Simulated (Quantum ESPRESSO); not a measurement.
# Collinear magnetic orders of NiWO4 with Quantum ESPRESSO, part 3 of 3

A self-consistent run ends on one state, which hangs on the start. Several orders of NiWO4 are started in Quantum ESPRESSO and their energies compared.

Quantum ESPRESSO 7.5; PBEsol with U = 6 eV on Ni d (ortho-atomic projectors); plane waves with GBRV 1.5 PBEsol potentials, no spin-orbit coupling.

So far, absolute magnetization (μB): step 2 (start 1: ferro ++) 4.08; step 3 (run 2, typed as antiferro +−) 3.86; step 5 (the lowest state again, with its states saved) 3.86.

## Step 6: Projections on atomic orbitals

Level of this step: PBEsol with U = 6 eV on Ni d (ortho-atomic projectors); plane waves with GBRV 1.5 PBEsol potentials, no spin-orbit coupling, projections on orthogonalised atomic orbitals (Quantum ESPRESSO).

projwfc.x projects the saved states on orthogonalised atomic orbitals of the pseudopotential files.

Output:

```text
[banner, memory and clock lines left out]
Program PROJWFC v.7.5 starts

     [... lines left out ...]
     IMPORTANT: XC functional enforced from input :
     Exchange-correlation= PBESOL
                           (   1   4  10   8   0   0   0)
     Any further DFT definition will be discarded
     Please, verify this is what you really want

     G-vector sticks info

     Check: negative core charge=   -0.000006

     negative rho (up, down):  6.337E-02 6.337E-02

     Gaussian broadening (read from input): ngauss,degauss=   0    0.010000

     Calling projwave ....

  Problem Sizes
  natomwfc =           84
  nbnd     =           76
  nkstot   =           60
  npwx     =         3730
  nkb      =          192

     Atomic states used for projection
     (read from pseudopotential files):

     state #   1: atom   1 (Ni1), wfc  1 (l=0 m= 1)
     state #   2: atom   1 (Ni1), wfc  2 (l=1 m= 1)
     state #   3: atom   1 (Ni1), wfc  2 (l=1 m= 2)
     state #   4: atom   1 (Ni1), wfc  2 (l=1 m= 3)
     state #   5: atom   1 (Ni1), wfc  3 (l=2 m= 1)
     state #   6: atom   1 (Ni1), wfc  3 (l=2 m= 2)
     state #   7: atom   1 (Ni1), wfc  3 (l=2 m= 3)
     state #   8: atom   1 (Ni1), wfc  3 (l=2 m= 4)
     state #   9: atom   1 (Ni1), wfc  3 (l=2 m= 5)
     state #  10: atom   1 (Ni1), wfc  4 (l=0 m= 1)
     state #  11: atom   1 (Ni1), wfc  5 (l=1 m= 1)
     state #  12: atom   1 (Ni1), wfc  5 (l=1 m= 2)
     state #  13: atom   1 (Ni1), wfc  5 (l=1 m= 3)
     state #  14: atom   2 (Ni2), wfc  1 (l=0 m= 1)
     state #  15: atom   2 (Ni2), wfc  2 (l=1 m= 1)
     state #  16: atom   2 (Ni2), wfc  2 (l=1 m= 2)
     state #  17: atom   2 (Ni2), wfc  2 (l=1 m= 3)
     state #  18: atom   2 (Ni2), wfc  3 (l=2 m= 1)
     state #  19: atom   2 (Ni2), wfc  3 (l=2 m= 2)
     state #  20: atom   2 (Ni2), wfc  3 (l=2 m= 3)
     state #  21: atom   2 (Ni2), wfc  3 (l=2 m= 4)
     state #  22: atom   2 (Ni2), wfc  3 (l=2 m= 5)
     state #  23: atom   2 (Ni2), wfc  4 (l=0 m= 1)
     state #  24: atom   2 (Ni2), wfc  5 (l=1 m= 1)
     state #  25: atom   2 (Ni2), wfc  5 (l=1 m= 2)
     state #  26: atom   2 (Ni2), wfc  5 (l=1 m= 3)
     state #  27: atom   3 (W  ), wfc  1 (l=0 m= 1)
     state #  28: atom   3 (W  ), wfc  2 (l=1 m= 1)
     state #  29: atom   3 (W  ), wfc  2 (l=1 m= 2)
     state #  30: atom   3 (W  ), wfc  2 (l=1 m= 3)
     state #  31: atom   3 (W  ), wfc  3 (l=2 m= 1)
     state #  32: atom   3 (W  ), wfc  3 (l=2 m= 2)
     state #  33: atom   3 (W  ), wfc  3 (l=2 m= 3)
     state #  34: atom   3 (W  ), wfc  3 (l=2 m= 4)
     state #  35: atom   3 (W  ), wfc  3 (l=2 m= 5)
     state #  36: atom   3 (W  ), wfc  4 (l=0 m= 1)
     state #  37: atom   3 (W  ), wfc  5 (l=1 m= 1)
     state #  38: atom   3 (W  ), wfc  5 (l=1 m= 2)
     state #  39: atom   3 (W  ), wfc  5 (l=1 m= 3)
     state #  40: atom   4 (W  ), wfc  1 (l=0 m= 1)
     state #  41: atom   4 (W  ), wfc  2 (l=1 m= 1)
     state #  42: atom   4 (W  ), wfc  2 (l=1 m= 2)
     state #  43: atom   4 (W  ), wfc  2 (l=1 m= 3)
     state #  44: atom   4 (W  ), wfc  3 (l=2 m= 1)
     state #  45: atom   4 (W  ), wfc  3 (l=2 m= 2)
     state #  46: atom   4 (W  ), wfc  3 (l=2 m= 3)
     state #  47: atom   4 (W  ), wfc  3 (l=2 m= 4)
     state #  48: atom   4 (W  ), wfc  3 (l=2 m= 5)
     state #  49: atom   4 (W  ), wfc  4 (l=0 m= 1)
     state #  50: atom   4 (W  ), wfc  5 (l=1 m= 1)
     state #  51: atom   4 (W  ), wfc  5 (l=1 m= 2)
     state #  52: atom   4 (W  ), wfc  5 (l=1 m= 3)
     state #  53: atom   5 (O  ), wfc  1 (l=0 m= 1)
     state #  54: atom   5 (O  ), wfc  2 (l=1 m= 1)
     state #  55: atom   5 (O  ), wfc  2 (l=1 m= 2)
     state #  56: atom   5 (O  ), wfc  2 (l=1 m= 3)
     state #  57: atom   6 (O  ), wfc  1 (l=0 m= 1)
     state #  58: atom   6 (O  ), wfc  2 (l=1 m= 1)
     state #  59: atom   6 (O  ), wfc  2 (l=1 m= 2)
     state #  60: atom   6 (O  ), wfc  2 (l=1 m= 3)
     state #  61: atom   7 (O  ), wfc  1 (l=0 m= 1)
     state #  62: atom   7 (O  ), wfc  2 (l=1 m= 1)
[...]
spin down    =   9.6242, s =  1.1881,
                 spin down    =   9.6242, p =  3.4770, pz=  1.1570, px=  1.1585, py=  1.1615,
                 spin down    =   9.6242, d =  4.9591, dz2=  0.9921, dxz=  0.9914, dyz=  0.9924, dx2-y2=  0.9943, dxy=  0.9889,
                 polarization =  -1.7479, s = -0.0066, p = -0.0066, d = -1.7347,
     Atom #   3: total charge =  13.0706, s =  2.4098, p =  6.9471, d =  3.7137,
                 spin up      =   6.5313, s =  1.2048,
                 spin up      =   6.5313, p =  3.4734, pz=  1.1564, px=  1.1583, py=  1.1587,
                 spin up      =   6.5313, d =  1.8531, dz2=  0.3687, dxz=  0.3842, dyz=  0.3552, dx2-y2=  0.3700, dxy=  0.3749,
                 spin down    =   6.5393, s =  1.2050,
                 spin down    =   6.5393, p =  3.4737, pz=  1.1556, px=  1.1580, py=  1.1602,
                 spin down    =   6.5393, d =  1.8605, dz2=  0.3750, dxz=  0.3720, dyz=  0.3564, dx2-y2=  0.3704, dxy=  0.3868,
                 polarization =  -0.0079, s = -0.0002, p = -0.0003, d = -0.0074,
     Atom #   4: total charge =  13.0706, s =  2.4098, p =  6.9471, d =  3.7137,
                 spin up      =   6.5392, s =  1.2050,
                 spin up      =   6.5392, p =  3.4737, pz=  1.1556, px=  1.1580, py=  1.1602,
                 spin up      =   6.5392, d =  1.8605, dz2=  0.3750, dxz=  0.3720, dyz=  0.3564, dx2-y2=  0.3704, dxy=  0.3868,
                 spin down    =   6.5313, s =  1.2048,
                 spin down    =   6.5313, p =  3.4734, pz=  1.1564, px=  1.1583, py=  1.1587,
                 spin down    =   6.5313, d =  1.8531, dz2=  0.3687, dxz=  0.3842, dyz=  0.3552, dx2-y2=  0.3700, dxy=  0.3749,
                 polarization =   0.0079, s =  0.0002, p =  0.0003, d =  0.0074,
     Atom #   5: total charge =   6.3684, s =  1.6119, p =  4.7565, d =  0.0000,
                 spin up      =   3.1735, s =  0.8028,
                 spin up      =   3.1735, p =  2.3707, pz=  0.7775, px=  0.7927, py=  0.8005,
                 spin up      =   3.1735, d =  0.0000, dz2=  0.0000, dxz=  0.0000, dyz=  0.0000, dx2-y2=  0.0000, dxy=  0.0000,
                 spin down    =   3.1949, s =  0.8092,
                 spin down    =   3.1949, p =  2.3858, pz=  0.7788, px=  0.7990, py=  0.8080,
                 spin down    =   3.1949, d =  0.0000, dz2=  0.0000, dxz=  0.0000, dyz=  0.0000, dx2-y2=  0.0000, dxy=  0.0000,
                 polarization =  -0.0215, s = -0.0064, p = -0.0151, d =  0.0000,
     Atom #   6: total charge =   6.3684, s =  1.6119, p =  4.7565, d =  0.0000,
                 spin up      =   3.1735, s =  0.8028,
                 spin up      =   3.1735, p =  2.3707, pz=  0.7775, px=  0.7927, py=  0.8005,
                 spin up      =   3.1735, d =  0.0000, dz2=  0.0000, dxz=  0.0000, dyz=  0.0000, dx2-y2=  0.0000, dxy=  0.0000,
                 spin down    =   3.1949, s =  0.8092,
                 spin down    =   3.1949, p =  2.3858, pz=  0.7788, px=  0.7990, py=  0.8080,
                 spin down    =   3.1949, d =  0.0000, dz2=  0.0000, dxz=  0.0000, dyz=  0.0000, dx2-y2=  0.0000, dxy=  0.0000,
                 polarization =  -0.0215, s = -0.0064, p = -0.0151, d =  0.0000,
     Atom #   7: total charge =   6.3684, s =  1.6119, p =  4.7565, d =  0.0000,
                 spin up      =   3.1949, s =  0.8092,
                 spin up      =   3.1949, p =  2.3858, pz=  0.7788, px=  0.7990, py=  0.8080,
                 spin up      =   3.1949, d =  0.0000, dz2=  0.0000, dxz=  0.0000, dyz=  0.0000, dx2-y2=  0.0000, dxy=  0.0000,
                 spin down    =   3.1735, s =  0.8028,
                 spin down    =   3.1735, p =  2.3707, pz=  0.7775, px=  0.7927, py=  0.8005,
                 spin down    =   3.1735, d =  0.0000, dz2=  0.0000, dxz=  0.0000, dyz=  0.0000, dx2-y2=  0.0000, dxy=  0.0000,
                 polarization =   0.0215, s =  0.0064, p =  0.0151, d =  0.0000,
     Atom #   8: total charge =   6.3684, s =  1.6119, p =  4.7565, d =  0.0000,
                 spin up      =   3.1949, s =  0.8092,
                 spin up      =   3.1949, p =  2.3858, pz=  0.7788, px=  0.7990, py=  0.8080,
                 spin up      =   3.1949, d =  0.0000, dz2=  0.0000, dxz=  0.0000, dyz=  0.0000, dx2-y2=  0.0000, dxy=  0.0000,
                 spin down    =   3.1735, s =  0.8028,
                 spin down    =   3.1735, p =  2.3707, pz=  0.7775, px=  0.7927, py=  0.8005,
                 spin down    =   3.1735, d =  0.0000, dz2=  0.0000, dxz=  0.0000, dyz=  0.0000, dx2-y2=  0.0000, dxy=  0.0000,
                 polarization =   0.0215, s =  0.0064, p =  0.0151, d =  0.0000,
     Atom #   9: total charge =   6.2813, s =  1.6178, p =  4.6635, d =  0.0000,
                 spin up      =   3.1389, s =  0.8095,
                 spin up      =   3.1389, p =  2.3294, pz=  0.7626, px=  0.7869, py=  0.7800,
                 spin up      =   3.1389, d =  0.0000, d
```

Run time: 4.6 s. Hardware: 4 MPI ranks of Intel Xeon Platinum 8488C (Sapphire Rapids), shared host; peak memory 0.47 GiB.

| atom | moment in the sphere (μB) | Löwdin moment (μB) | Löwdin charge (e) |
| --- | --- | --- | --- |
| Ni1 | 1.692 | 1.748 | 17.501 |
| Ni2 | -1.692 | -1.748 | 17.501 |
| W3 | -0.003 | -0.008 | 13.071 |
| W4 | 0.003 | 0.008 | 13.071 |
| O5 | -0.017 | -0.021 | 6.368 |
| O6 | -0.017 | -0.021 | 6.368 |
| O7 | 0.017 | 0.021 | 6.368 |
| O8 | 0.017 | 0.021 | 6.368 |
| O9 | -0.003 | -0.004 | 6.281 |
| O10 | -0.003 | -0.004 | 6.281 |
| O11 | 0.003 | 0.004 | 6.281 |
| O12 | 0.003 | 0.004 | 6.281 |

## Step 7: Occupations of the corrected shells in the lowest state

Occupations of the Hubbard shells:

| block | type | shell | spin | electrons | occupation numbers |
| --- | --- | --- | --- | --- | --- |
| 1 | Ni1 | 3d | up | 4.959 | 0.987 0.989 0.994 0.994 0.995 |
| 1 | Ni1 | 3d | down | 3.224 | 0.124 0.133 0.989 0.989 0.990 |
| 2 | Ni2 | 3d | up | 3.224 | 0.124 0.133 0.989 0.989 0.990 |
| 2 | Ni2 | 3d | down | 4.959 | 0.987 0.989 0.994 0.994 0.995 |

## Step 8: Results

| Item | Value |
| --- | --- |
| lowest state found | antiferromagnetic (from antiferro +-) |
| largest site moment | 1.69 μB |
| next state with moments | ferromagnetic, 4.66 meV a seeded atom higher |

In words: The largest moment reads 1.69 μB in the sphere and 1.75 μB by Löwdin projection; a site moment hangs on how space is shared out. This is the lowest of 2 collinear or spinless starts, no proof of the ground state.

[Logs and program files are shortened in this print: banners, set-up blocks, solver, clock and traceback lines can be left out without a mark of their own.]

[Logs are printed without paths, hosts, clocks, repeated set-up lines and the standing remarks that a program may print on its own settings, such as how far it seeks lower states.]

[Hosts, paths, dates, database ids (printed as entryN), source tags and the programs' standing remarks are cut or masked in the printed files.]

[Where a cell is said to come from a database of computed structures, the database is the Materials Project.]
